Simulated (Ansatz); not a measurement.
# Ta2N(OH)2 MXene monolayer in a perpendicular field, part 2 of 2

What dipole does a perpendicular field induce in the Ta2N(OH)2 MXene monolayer? A positive field points along +c.

Ansatz 0.2.0; plane-wave DFT, PBE-D3(BJ), Ansatz PAW (set soft_1); PAW set soft_1 (the session's first sound run).

So far. Step 7 (Single point, field 0.2 V/Å): The dipole is 0.116 e·Å. Step 8 (Atoms held, field 0.3 V/Å): The dipole is 0.174 e·Å.

## 9. Response, atoms held (continued)

The induced electron density oscillates, so the rows of the table below give means over 1 Å (shorter at the two ends). Its distinct maxima (Å: e/Å³ per V/Å): 7.7: 0.00264, 9.7: -4.0e-6, 10.7: 1.8e-4, 13.4: 6.0e-4, 14.6: 9.4e-4, 15.3: 6.4e-4. Distinct minima: 9.3: -6.4e-4, 10.0: -9.4e-4, 11.2: -6.0e-4, 14.0: -1.8e-4, 14.9: 5.0e-6, 17.0: -0.00264.

Electrons, planar mean, per unit field. Induced electron density against z; means over each step:

| z (Å) | induced electron density (e/Å³ per V/Å) |
| --- | --- |
| 5 | 3.7e-4 |
| 6 | 0.00107 |
| 7 | 0.00220 |
| 8 | 0.00236 |
| 9 | 7.6e-5 |
| 10 | -3.9e-4 |
| 11 | -2.2e-4 |
| 12 | -1.0e-4 |
| 13 | 2.9e-4 |
| 14 | 1.5e-4 |
| 15 | 4.8e-4 |
| 16 | -1.0e-3 |
| 17 | -0.00254 |
| 18 | -0.00180 |
| 19 | -7.5e-4 |
| 20 | -2.4e-4 |

By hand: between -0.05 and 0.05 V/Å the dipole changes by 0.05790 e·Å, a slope of 0.5790 e·Å²/V. A perfect conductor of thickness t has p = ε₀AEt, so t = 180.95 × 0.5790 / 9.105 = 11.51 Å (e/ε₀ = 180.95 V·Å, A in Å²).

The induced dipole is that of a conductor 11.51 Å thick.

## 10. With spin-orbit coupling, k-mesh 12×12×1

This step: plane-wave DFT, PBE, fully relativistic PAW with spin-orbit coupling; PAW set soft_1 (Ansatz 0.2.0).

Heavy atoms split their bands by spin-orbit coupling, so this run uses fully relativistic files and two-component states.

input.yaml

```yaml
crystal:
  lattice:
    - [3.2424174675, 0.0, 0.0]
    - [-1.6212087338, 2.8080158965, 0.0]
    - [0.0, 0.0, 24.6369789533]
  atoms:
    - { symbol: H, position: [0.3333333333, 0.6666666667, 0.3653045293] }
    - { symbol: O, position: [0.3333333333, 0.6666666667, 0.405210983] }
    - { symbol: Ta, position: [0.6666666667, 0.3333333333, 0.4576889833] }
    - { symbol: "N", position: [0.0, 0.0, 0.5] }
    - { symbol: Ta, position: [0.3333333333, 0.6666666667, 0.5423110167] }
    - { symbol: O, position: [0.6666666667, 0.3333333333, 0.594789017] }
    - { symbol: H, position: [0.6666666667, 0.3333333333, 0.6346954707] }
kpoints:
  mp_grid: { grid: [12, 12, 1] }
  band_path: { path: [[0, 0, 0], [0.12, 0, 0]], npoints: 24 }
hamiltonian:
  xc: pbe
  pseudopotentials: { kind: paw_fr, azcp: { folder: soft_1 } }
magnetization:
  noncollinear: true
  spin_orbit: true
scf:
  occupations: { method: fermi_dirac, width: 0.02585 }
  convergence: { dr2_threshold: 1.0e-09 }
efield:
  axis: 3
  dipole_correction: true
  ramp_position: 0.97
  ramp_width: 0.06
  amplitude: 0
output:
  write_potential: true
  write_density: true
  volumetric_format: npy
```

Run with:

```
> ansatz run input.yaml --threads 4 --pin off --max-ram 6144MiB --backend cpu --events-out ev --progress --plain --runs-dir out
```

Run time: 65 s. Hardware: 4 threads of Arm Neoverse V1, shared host; peak memory 1.5 GiB.

This step gave:

```yaml
energy_at_zero_smearing: -21464.0728 eV
work_function_upper_face: 2.783 eV
dipole_along_the_normal: -1.08e-5 e·Å
```

The electronic bands at the labelled points (eV, zero at the Fermi level):

| point | band 47 | band 48 | band 49 | band 50 | band 51 | band 52 | band 53 | band 54 |
| --- | --- | --- | --- | --- | --- | --- | --- | --- |
| Γ | -0.37 | -0.37 | -0.23 | -0.23 | 0.13 | 0.13 | 1.75 | 1.75 |
| halfway | -0.27 | -0.27 | -0.22 | -0.22 | 0.23 | 0.23 | 1.68 | 1.68 |
| end | -0.15 | -0.15 | -0.08 | -0.08 | 0.56 | 0.56 | 1.53 | 1.53 |

The work function of the upper face is 2.78 eV.

## 11. With spin-orbit coupling, k-mesh 12×12×1, field 0.1 V/Å

The same in a field along the normal.

Changes to input.yaml since step 10:

```diff
@@ -28,5 +28,5 @@
   dipole_correction: true
-  ramp_position: 0.97
-  ramp_width: 0.06
-  amplitude: 0
+  ramp_position: 0.9192
+  ramp_width: 0.1615
+  amplitude: 0.1
 output:
```

Wall time 68 s (4 threads); peak memory 1.5 GiB; 4.5 min of CPU time.

This step gave:

* energy at zero smearing: -21464.0757 eV
* dipole along the normal: 0.05860 e·Å

The dipole is 0.0586 e·Å.

## 12. Varying the input

This step: plane-wave DFT, PBE-D3(BJ), Ansatz PAW (set soft_1) (Ansatz 0.2.0).

An input spoilt on purpose, to show how the run answers: it repeats the earlier run at 0.05 V/Å with efield.amplitude from 0.05 to 5.0, and scf.max_iter set to 75.

input.yaml, the sections that differ from step 11:

```yaml
kpoints:
  mp_grid: { grid: [18, 18, 1] }
  band_path:
    path: [[0, 0, 0], [0.5, 0, 0], [0.33333333, 0.33333333, 0], [0, 0, 0]]
    npoints: 16
hamiltonian:
  xc: pbe
  dispersion: d3bj
  pseudopotentials: { kind: paw, azcp: { folder: soft_1 } }
scf:
  occupations: { method: fermi_dirac, width: 0.02585 }
  convergence: { dr2_threshold: 1.0e-10 }
  max_iter: 75
efield:
  axis: 3
  dipole_correction: true
  ramp_position: 0.97
  ramp_width: 0.06
  amplitude: 5.0
# crystal, output: as in step 11
# magnetization: removed
```

Wall time 23 s (4 threads); peak memory 0.62 GiB; 90 s of CPU time.

| quantity | this run | earlier run | difference |
| --- | --- | --- | --- |
| dipole along the normal (e·Å) | 2.140 | 0.02895 | 2.1 |

The applied field differs between the two, so the dipoles differ in any case.

In so strong a field the program warns of density in the ramp of the sawtooth; these numbers are not the system's.

## 13. Varying the input

Another changed input: it repeats the earlier run at 0.05 V/Å with basis.ecutwfc to 250 eV; its output block differs too.

Changes to input.yaml since step 12:

```diff
@@ -25,3 +25,2 @@
   convergence: { dr2_threshold: 1.0e-10 }
-  max_iter: 75
 efield:
@@ -31,3 +30,3 @@
   ramp_width: 0.06
-  amplitude: 5.0
+  amplitude: 0.05
 output:
@@ -36 +35,3 @@
   volumetric_format: npy
+basis:
+  ecutwfc: "250 eV"
```

It took 8.6 s on 4 threads; peak memory 0.4 GiB; 33 s of CPU time.

| quantity | this run | earlier run | difference |
| --- | --- | --- | --- |
| dipole along the normal (e·Å) | 0.02864 | 0.02895 | -3.1e-4 |

It moves by -0.000311 e·Å.

The change shows in the results, which are not taken further.

## 14. Summary of results

```json
{"gap without field": "none", "work function, upper face": "2.78 eV", "equivalent conductor thickness, atoms held": "11.5 Å"}
```

**Reading.** The induced dipole equals that of a perfect conductor 11.51 Å thick, while the outer atoms lie 6.64 Å apart. There is no gap over 0.03 eV, with or without the field. The main runs have no spin polarisation; a magnetic state could lie lower and would change these results. The field series itself is without spin-orbit coupling. In 3 runs of the series (0.2 V/Å, 0.3 V/Å and response) the program warns that electrons reach the sawtooth's ramp, which makes dipole and work function less sure. The MXene's terminations sit over the metal atoms of its far layer; the site over carbon or nitrogen, which some compounds prefer, was not run.

[Long decimals in the printed logs are rounded to 6 places.]

[Logs are printed without paths, hosts, clocks, repeated set-up lines and the standing remarks that a program may print on its own settings, such as how far it seeks lower states.]

[Hosts, paths, dates, database ids (printed as entryN), source tags and the programs' standing remarks are cut or masked in the printed files.]

[Maps of the electrostatic potential energy from Ansatz leave out the sawtooth potential of an applied field or a dipole correction, so their vacuum need not be flat; planar profiles and work functions include it.]
